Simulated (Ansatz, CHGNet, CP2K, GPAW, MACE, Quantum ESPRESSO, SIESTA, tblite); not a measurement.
# Running random packing of C68N32 (at. %) (79 atoms) with CP2K, part 2 of 3

Aim: run random packing of C68N32 (at. %) (79 atoms) in CP2K and see how near its forces come to a plane-wave reference, and at what cost.

Program: CP2K 2026.2; the method stands at each step. Banners, paths, timers and routine set-up lines are dropped from the logs unmarked, and long logs keep their key lines alone; longer cuts are marked.

So far. Step 2 (PBE, DZVP-MOLOPT-SR, 600/50 Ry, diagonalisation): Forces lie 5.2 % from the reference's, at 18 times its CPU time (on 4 against 8 cores). Step 3 (PBE, TZVP-UZH, 600/50 Ry, diagonalisation): Against the first run (5.2 %), the force difference from the reference is 4.8 %, at 1.1 times the CPU time, with 1343 basis functions against 1027; this set comes with other potentials too, so the change isn't the basis's alone.

## 4. PBE, SZV-MOLOPT-SR, 600/50 Ry, diagonalisation

Method: Kohn-Sham DFT, PBE, GTH-PBE pseudopotentials, Gaussian and plane waves, SZV-MOLOPT-SR-GTH, diagonalisation.

The input, input.inp:

```
&GLOBAL
  PROJECT cell
  RUN_TYPE ENERGY_FORCE
  PRINT_LEVEL LOW
&END GLOBAL
&FORCE_EVAL
  METHOD QS
  STRESS_TENSOR ANALYTICAL
  &DFT
    BASIS_SET_FILE_NAME BASIS_MOLOPT
    POTENTIAL_FILE_NAME GTH_POTENTIALS
    &MGRID
      CUTOFF 600
      REL_CUTOFF 50
      NGRIDS 5
    &END MGRID
    &QS
      EPS_DEFAULT 1.0E-12
    &END QS
    &SCF
      SCF_GUESS ATOMIC
      EPS_SCF 1.0E-06
      MAX_SCF 200
      ADDED_MOS 36
      &DIAGONALIZATION
        ALGORITHM STANDARD
      &END DIAGONALIZATION
      &SMEAR ON
        METHOD FERMI_DIRAC
        ELECTRONIC_TEMPERATURE [K] 580
      &END SMEAR
      &MIXING
        METHOD BROYDEN_MIXING
        ALPHA 0.15
        NBROYDEN 8
      &END MIXING
      &PRINT
        &RESTART OFF
        &END RESTART
      &END PRINT
    &END SCF
    &XC
      &XC_FUNCTIONAL PBE
      &END XC_FUNCTIONAL
    &END XC
    &PRINT
      &MULLIKEN ON
      &END MULLIKEN
      &LOWDIN ON
      &END LOWDIN
      &MO ON
        EIGENVALUES T
        OCCUPATION_NUMBERS T
        MO_INDEX_RANGE 160 183
        &EACH
          QS_SCF 0
        &END EACH
        ADD_LAST NUMERIC
      &END MO
    &END PRINT
  &END DFT
  &SUBSYS
    &CELL
      A 8.88940 0.00000 0.00000
      B 0.00000 8.88940 0.00000
      C 0.00000 0.00000 8.88940
    &END CELL
    &COORD
[... 79 atom lines left out: the same atoms as in the first run ...]
    &END COORD
    &KIND C
      BASIS_SET SZV-MOLOPT-SR-GTH-q4
      POTENTIAL GTH-PBE-q4
    &END KIND
    &KIND N
      BASIS_SET SZV-MOLOPT-SR-GTH-q5
      POTENTIAL GTH-PBE-q5
    &END KIND
  &END SUBSYS
  &PRINT
    &FORCES ON
    &END FORCES
    &STRESS_TENSOR ON
    &END STRESS_TENSOR
  &END PRINT
&END FORCE_EVAL
```

Started as:

```
$ OMP_NUM_THREADS=1 cp2k.psmp -i input.inp > output.txt
```

Numbers of over 12 decimals in the logs are rounded to 6 here.

Log:

```text
CP2K| version string:                                       CP2K version 2026.2
 CP2K| Input file name                                                 input.inp
 GLOBAL| Basis set file name                                        BASIS_MOLOPT
 GLOBAL| Potential file name                                      GTH_POTENTIALS
 GLOBAL| Run type                                                   ENERGY_FORCE
 GLOBAL| Total number of message passing processes                             1
 GLOBAL| Number of threads for this process                                    1
 TOTAL NUMBERS AND MAXIMUM NUMBERS
  Total number of            - Atomic kinds:                                   2
                             - Atoms:                                         79
[... lines left out ...]
                        Smear method:                                FERMI_DIRAC
[... lines left out ...]
 Number of electrons:                                                        341
[... lines left out ...]
  Step     Update method      Time    Convergence         Total energy    Change
[... lines left out ...]
  *** SCF run converged in    29 steps ***
[... lines left out ...]
  Fermi energy:                                                 0.260738
  Total energy:                                              -541.957326
  Total energy (extrapolated to T->0):                       -541.951114
[... lines left out ...]
 MO| E(Fermi):            0.260738 a.u.          7.095039 eV
[... lines left out ...]
       1     C        1          3.989117                              0.010883
       2     C        1          3.929250                              0.070750
       3     C        1          3.938809                              0.061191
[...]
# Total charge                            341.000000                  0.000000
 !-----------------------------------------------------------------------------!
 LOWDIN POPULATION ANALYSIS
 #  Atom  Element  Kind  Atomic population                           Net charge
[...]
78     N        2          5.156410                             -0.156410
      79     N        2          5.100872                             -0.100872
 # Total charge                            341.000000                  0.000000
 ENERGY| Total FORCE_EVAL ( QS ) energy [hartree]           -541.957305
 FORCES| Atomic forces [hartree/bohr]
 FORCES|   Atom     x               y               z               |f|
 FORCES|      1  1.66299941E-02 -4.73458682E-02  5.95781258E-02   7.78957060E-02
 FORCES|      2  3.78742823E-02 -5.08876973E-02  4.48820018E-02   7.77072267E-02
 FORCES|      3  1.10793565E-01 -4.83868647E-02  4.58999626E-02   1.29318635E-01
[...]
FORCES|     78 -4.87109221E-02 -2.39242565E-03  7.08298931E-03   4.92812984E-02
 FORCES|     79 -5.06062619E-03  2.90855141E-02  2.73375717E-02   4.02358036E-02
 FORCES| Sum     3.15808352E-04 -8.02999562E-05 -2.12723925E-04
 FORCES| Total atomic force                                       3.89145817E-04
 STRESS| Analytical stress tensor [bar]
 STRESS|                        x                   y                   z
 STRESS|      x       -1.02704249346E+05   1.32655181206E+04   1.93218487189E+04
 STRESS|      y        1.32655181206E+04  -2.25033999173E+05   1.15657475936E+04
 STRESS|      z        1.93218487189E+04   1.15657475936E+04  -1.30724040036E+05
 STRESS| 1/3 Trace                                            -1.52820762852E+05
```

The job ended after 3.6 min (1 thread of Arm Neoverse V2, shared host; peak memory 1.7 GiB).

Numbers from this run, and their distance from the reference:

| Property | Result |
| --- | --- |
| r.m.s. force component | 2.362 eV/Å |
| r.m.s. difference of force components | 928.8 meV/Å |
| longest difference of force vectors | 4006 meV/Å |
| force difference over r.m.s. force | 47.46 % |
| slope of forces against the reference's | 1.115 |
| correlation of force components | 0.9244 |
| pressure | -15.28 GPa |
| pressure difference | 8.609 GPa |

This is a coarse setting, run to see what it loses.

Against the first run (5.2 %), the force difference from the reference is 47 %, at 0.50 times the CPU time (on 1 against 4 cores), with 316 basis functions against 1027: the smaller basis costs accuracy.

## 5. PBE, DZVP-MOLOPT-SR, 600/70 Ry, diagonalisation

Method: Kohn-Sham DFT, PBE, GTH-PBE pseudopotentials, Gaussian and plane waves, DZVP-MOLOPT-SR-GTH, diagonalisation.

input.inp, as its differences from that of step 4:

```diff
@@ -13,3 +13,3 @@
       CUTOFF 600
-      REL_CUTOFF 50
+      REL_CUTOFF 70
       NGRIDS 5
@@ -68,6 +68,31 @@
     &COORD
-[... 79 atom lines left out: the same atoms as in the first run ...]
+      SCALED
+      C 0.72123 0.34128 0.08779
+      C 0.44391 0.75793 0.51234
+      C 0.52761 0.23174 0.46630
+      C 0.55701 0.51288 0.08372
+      C 0.33039 0.06713 0.28738
+      C 0.81274 0.10984 0.97678
+      C 0.68337 0.93093 0.69705
+      C 0.08994 0.77335 0.66374
+      C 0.13648 0.21605 0.92809
+      C 0.10986 0.29800 0.12476
+      C 0.56999 0.70672 0.64584
+      C 0.12241 0.58894 0.66372
+      C 0.07954 0.80486 0.21569
+      C 0.38414 0.02741 0.49020
+      C 0.83776 0.21881 0.65698
+      C 0.15830 0.96637 0.99318
+      C 0.51416 0.03981 0.12836
+      C 0.06794 0.22708 0.30390
+      C 0.24832 0.47758 0.39726
+      C 0.12406 0.42025 0.54627
+[... 55 atom lines left out ...]
+      N 0.21231 0.46838 0.20912
+      N 0.72162 0.69445 0.40824
+      N 0.66812 0.36900 0.42412
+      N 0.05114 0.26052 0.63055
     &END COORD
     &KIND C
-      BASIS_SET SZV-MOLOPT-SR-GTH-q4
+      BASIS_SET DZVP-MOLOPT-SR-GTH-q4
       POTENTIAL GTH-PBE-q4
@@ -75,3 +100,3 @@
     &KIND N
-      BASIS_SET SZV-MOLOPT-SR-GTH-q5
+      BASIS_SET DZVP-MOLOPT-SR-GTH-q5
       POTENTIAL GTH-PBE-q5
```

Started as:

```
$ OMP_NUM_THREADS=1 mpirun -np 4 cp2k.psmp -i input.inp > output.txt
```

Log:

```text
CP2K| version string:                                       CP2K version 2026.2
 CP2K| Input file name                                                 input.inp
 GLOBAL| Basis set file name                                        BASIS_MOLOPT
 GLOBAL| Potential file name                                      GTH_POTENTIALS
[... lines left out ...]
 Number of electrons:                                                        341
[... lines left out ...]
  Step     Update method      Time    Convergence         Total energy    Change
[... lines left out ...]
  *** SCF run converged in    27 steps ***
[... lines left out ...]
  Fermi energy:                                                 0.210036
  Total energy:                                              -545.767282
  Total energy (extrapolated to T->0):                       -545.760917
[... lines left out ...]
 MO| E(Fermi):            0.210036 a.u.          5.715363 eV
[... lines left out ...]
 ENERGY| Total FORCE_EVAL ( QS ) energy [hartree]           -545.767313
[... lines left out ...]
 FORCES|      1  1.82554241E-02 -4.07714103E-02  5.14893357E-02   6.81668548E-02
 FORCES|      2  3.00585287E-02 -4.07948655E-02  4.72701191E-02   6.92979102E-02
 FORCES|      3  1.04058014E-01 -1.38570200E-02  3.12615545E-02   1.09532516E-01
[...]
FORCES|     78 -4.20426085E-02 -1.66410870E-02 -5.23146996E-03   4.55178535E-02
 FORCES|     79 -5.30852921E-03  5.77739981E-02  2.98493981E-02   6.52457041E-02
 FORCES| Sum     2.19284973E-04 -1.24798804E-04 -2.86412391E-05
 FORCES| Total atomic force                                       2.53931017E-04
 STRESS| Analytical stress tensor [bar]
 STRESS|                        x                   y                   z
 STRESS|      x       -2.10790879318E+05   3.30278038570E+03   1.66950119911E+04
 STRESS|      y        3.30278038570E+03  -3.03916526072E+05   1.11250422662E+04
 STRESS|      z        1.66950119911E+04   1.11250422662E+04  -2.30261921384E+05
 STRESS| 1/3 Trace                                            -2.48323108925E+05
```

The job ended after 2.1 min (4 MPI ranks; peak memory 2.6 GiB; 8.6 min of CPU time).

Compared with the plane-wave run:

```
r.m.s. force component                          : 2.017 eV/Å
r.m.s. difference of force components           : 100.8 meV/Å
longest difference of force vectors             : 337.4 meV/Å
force difference over r.m.s. force              : 5.152 %
slope of forces against the reference's         : 1.03
correlation of force components                 : 0.9992
pressure                                        : -24.83 GPa
pressure difference                             : -0.9415 GPa
energy less the same-level run's                : 0.0029 meV/atom
r.m.s. force difference from the same-level run : 0.038 meV/Å
```

Against the first run (5.2 %), the force difference from the reference is 5.2 %, at 1.2 times the CPU time: the change moves forces by 0.038 meV/Å r.m.s., so most of the difference comes from elsewhere.

## 6. PBE+rVV10L, DZVP-MOLOPT-SR, 600/50 Ry, diagonalisation

Method: Kohn-Sham DFT, PBE+rVV10 (b = 10, rVV10L), GTH-PBE pseudopotentials, Gaussian and plane waves, DZVP-MOLOPT-SR-GTH, diagonalisation.

input.inp, as its differences from that of step 5:

```diff
@@ -13,3 +13,3 @@
       CUTOFF 600
-      REL_CUTOFF 70
+      REL_CUTOFF 50
       NGRIDS 5
@@ -44,2 +44,10 @@
       &END XC_FUNCTIONAL
+      &VDW_POTENTIAL
+        POTENTIAL_TYPE NON_LOCAL
+        &NON_LOCAL
+          TYPE RVV10
+          KERNEL_FILE_NAME rVV10_kernel_table.dat
+          PARAMETERS 10.0 0.0093
+        &END NON_LOCAL
+      &END VDW_POTENTIAL
     &END XC
```

Log:

```text
CP2K| version string:                                       CP2K version 2026.2
 CP2K| Input file name                                                 input.inp
 GLOBAL| Basis set file name                                        BASIS_MOLOPT
 GLOBAL| Potential file name                                      GTH_POTENTIALS
 GLOBAL| Run type                                                   ENERGY_FORCE
 GLOBAL| Total number of message passing processes                             4
 GLOBAL| Number of threads for this process                                    1
 TOTAL NUMBERS AND MAXIMUM NUMBERS
  Total number of            - Atomic kinds:                                   2
                             - Atoms:                                         79
[... lines left out ...]
                        Smear method:                                FERMI_DIRAC
[... lines left out ...]
 Number of electrons:                                                        341
[... lines left out ...]
  Step     Update method      Time    Convergence         Total energy    Change
[... lines left out ...]
  *** SCF run converged in    27 steps ***
[... lines left out ...]
  Fermi energy:                                                 0.209987
  Total energy:                                              -545.528533
  Total energy (extrapolated to T->0):                       -545.522183
[... lines left out ...]
 MO| E(Fermi):            0.209987 a.u.          5.714050 eV
[... lines left out ...]
       1     C        1          3.939511                              0.060489
       2     C        1          3.950602                              0.049398
       3     C        1          3.909991                              0.090009
[...]
# Total charge                            341.000000                  0.000000
 !-----------------------------------------------------------------------------!
 LOWDIN POPULATION ANALYSIS
 #  Atom  Element  Kind  Atomic population                           Net charge
[...]
78     N        2          4.869867                              0.130133
      79     N        2          4.805318                              0.194682
 # Total charge                            341.000000                  0.000000
 ENERGY| Total FORCE_EVAL ( QS ) energy [hartree]           -545.528562
 FORCES| Atomic forces [hartree/bohr]
 FORCES|   Atom     x               y               z               |f|
 FORCES|      1  1.80031172E-02 -4.03827670E-02  5.07701303E-02   6.73237420E-02
 FORCES|      2  2.98254992E-02 -4.02610265E-02  4.59132621E-02   6.79598285E-02
 FORCES|      3  1.02644287E-01 -1.40858811E-02  3.10325000E-02   1.08153954E-01
[...]
FORCES|     78 -4.15356848E-02 -1.58733318E-02 -4.92552293E-03   4.47374178E-02
 FORCES|     79 -5.23421988E-03  5.61286526E-02  2.94325950E-02   6.35932414E-02
 FORCES| Sum     2.23347624E-04 -1.24271621E-04 -9.80709353E-06
 FORCES| Total atomic force                                       2.55780718E-04
 STRESS| Analytical stress tensor [bar]
 STRESS|                        x                   y                   z
 STRESS|      x       -2.23771879770E+05   2.67893801453E+03   1.63518106926E+04
 STRESS|      y        2.67893801453E+03  -3.16677741838E+05   1.08320077292E+04
 STRESS|      z        1.63518106926E+04   1.08320077292E+04  -2.43519447113E+05
 STRESS| 1/3 Trace                                            -2.61323022907E+05
```

Wall time 2.9 min (4 MPI ranks); peak memory 4.5 GiB.

Numbers from this run, and their distance from the reference:

```
r.m.s. force component                  : 1.993 eV/Å
r.m.s. difference of force components   : 98 meV/Å
longest difference of force vectors     : 358.7 meV/Å
force difference over r.m.s. force      : 5.008 %
slope of forces against the reference's : 1.017
correlation of force components         : 0.9989
pressure                                : -26.13 GPa
pressure difference                     : -2.241 GPa
```

Against the first run (5.2 %), the force difference from the reference is 5.0 %, at 1.6 times the CPU time; the model has changed, so this is no error of the program alone.

## 7. PBE, DZVP-MOLOPT-SR, 210/50 Ry, diagonalisation

Method: Kohn-Sham DFT, PBE, GTH-PBE pseudopotentials, Gaussian and plane waves, DZVP-MOLOPT-SR-GTH, diagonalisation.

input.inp, as its differences from that of step 6:

```diff
@@ -12,5 +12,4 @@
     &MGRID
-      CUTOFF 600
+      CUTOFF 210
       REL_CUTOFF 50
-      NGRIDS 5
     &END MGRID
@@ -44,10 +43,2 @@
       &END XC_FUNCTIONAL
-      &VDW_POTENTIAL
-        POTENTIAL_TYPE NON_LOCAL
-        &NON_LOCAL
-          TYPE RVV10
-          KERNEL_FILE_NAME rVV10_kernel_table.dat
-          PARAMETERS 10.0 0.0093
-        &END NON_LOCAL
-      &END VDW_POTENTIAL
     &END XC
@@ -75,6 +66,6 @@
     &END CELL
-    &COORD
-      SCALED
-[... 79 atom lines left out: the same atoms as in the first run ...]
-    &END COORD
+    &TOPOLOGY
+      COORD_FILE_NAME structure.xyz
+      COORD_FILE_FORMAT XYZ
+    &END TOPOLOGY
     &KIND C
```

The input, structure.xyz:

```xyz
79

C 6.41130 3.03377 0.78040
C 3.94609 6.73754 4.55440
C 4.69014 2.06003 4.14513
C 4.95148 4.55920 0.74422
C 2.93697 0.59675 2.55464
C 7.22477 0.97641 8.68299
C 6.07475 8.27541 6.19636
C 0.79951 6.87462 5.90025
C 1.21323 1.92055 8.25016
C 0.97659 2.64904 1.10904
C 5.06687 6.28232 5.74113
C 1.08815 5.23532 5.90007
C 0.70706 7.15472 1.91735
C 3.41477 0.24366 4.35758
C 7.44718 1.94509 5.84016
C 1.40719 8.59045 8.82877
C 4.57057 0.35389 1.14104
C 0.60395 2.01860 2.70149
C 2.20742 4.24540 3.53140
C 1.10282 3.73577 4.85601
[... 55 atom lines left out ...]
N 1.88731 4.16362 1.85895
N 6.41477 6.17324 3.62901
N 5.93919 3.28019 3.77017
N 0.45460 2.31587 5.60521
```

Started as:

```
$ OMP_NUM_THREADS=2 cp2k.psmp -i input.inp > output.txt
```

Log:

```text
CP2K| version string:                                       CP2K version 2026.2
 CP2K| Input file name                                                 input.inp
 GLOBAL| Basis set file name                                        BASIS_MOLOPT
 GLOBAL| Potential file name                                      GTH_POTENTIALS
[... lines left out ...]
 Number of electrons:                                                        341
[... lines left out ...]
  Step     Update method      Time    Convergence         Total energy    Change
[... lines left out ...]
  *** SCF run converged in    27 steps ***
[... lines left out ...]
  Fermi energy:                                                 0.210035
  Total energy:                                              -545.768293
  Total energy (extrapolated to T->0):                       -545.761925
[... lines left out ...]
 MO| E(Fermi):            0.210035 a.u.          5.715352 eV
[... lines left out ...]
 ENERGY| Total FORCE_EVAL ( QS ) energy [hartree]           -545.768324
[... lines left out ...]
 FORCES|      1  1.86862263E-02 -4.12018629E-02  5.14300914E-02   6.84968821E-02
 FORCES|      2  3.01035950E-02 -4.04699215E-02  4.73280251E-02   6.91663425E-02
 FORCES|      3  1.03531693E-01 -1.37647030E-02  3.08039935E-02   1.08890608E-01
[...]
FORCES|     78 -4.23156642E-02 -1.65948395E-02 -5.27592529E-03   4.57584913E-02
 FORCES|     79 -5.80599251E-03  5.86628392E-02  2.89899603E-02   6.56921308E-02
 FORCES| Sum     2.75797759E-03 -1.23325563E-02 -6.92572549E-03
 FORCES| Total atomic force                                       1.44105537E-02
 STRESS| Analytical stress tensor [bar]
 STRESS|                        x                   y                   z
 STRESS|      x       -2.10615575014E+05   3.31230282365E+03   1.66796247003E+04
 STRESS|      y        3.31230282365E+03  -3.03720560678E+05   1.11020986369E+04
 STRESS|      z        1.66796247003E+04   1.11020986369E+04  -2.30063107748E+05
 STRESS| 1/3 Trace                                            -2.48133081147E+05
```

The job ended after 2.4 min (2 threads; peak memory 0.67 GiB).

Numbers from this run, and their distance from the reference:

| Property | Result |
| --- | --- |
| r.m.s. force component | 2.018 eV/Å |
| r.m.s. difference of force components | 106.9 meV/Å |
| longest difference of force vectors | 359.9 meV/Å |
| force difference over r.m.s. force | 5.464 % |
| slope of forces against the reference's | 1.03 |
| correlation of force components | 0.999 |
| pressure | -24.81 GPa |
| pressure difference | -0.9225 GPa |
| energy less the same-level run's | -0.3452 meV/atom |
| r.m.s. force difference from the same-level run | 32.44 meV/Å |

This is a coarse setting, run to see what it loses.

Against the first run (5.2 %), the force difference from the reference is 5.5 %, at 0.64 times the CPU time (on 2 against 4 cores).

The forces add up to 0.74 eV/Å instead of zero, usually a sign of too coarse a grid.

(Part 2 of 3 ends here.)

[Also dropped from logs without a mark: logging warnings of Python, and SIESTA's first energy breakdown and zero terms.]

[Logs are printed without paths, hosts, clocks, repeated set-up lines and the standing remarks that a program may print on its own settings, such as how far it seeks lower states.]

[Hosts, paths, dates, database ids (printed as entryN), source tags and the programs' standing remarks are cut or masked in the printed files.]
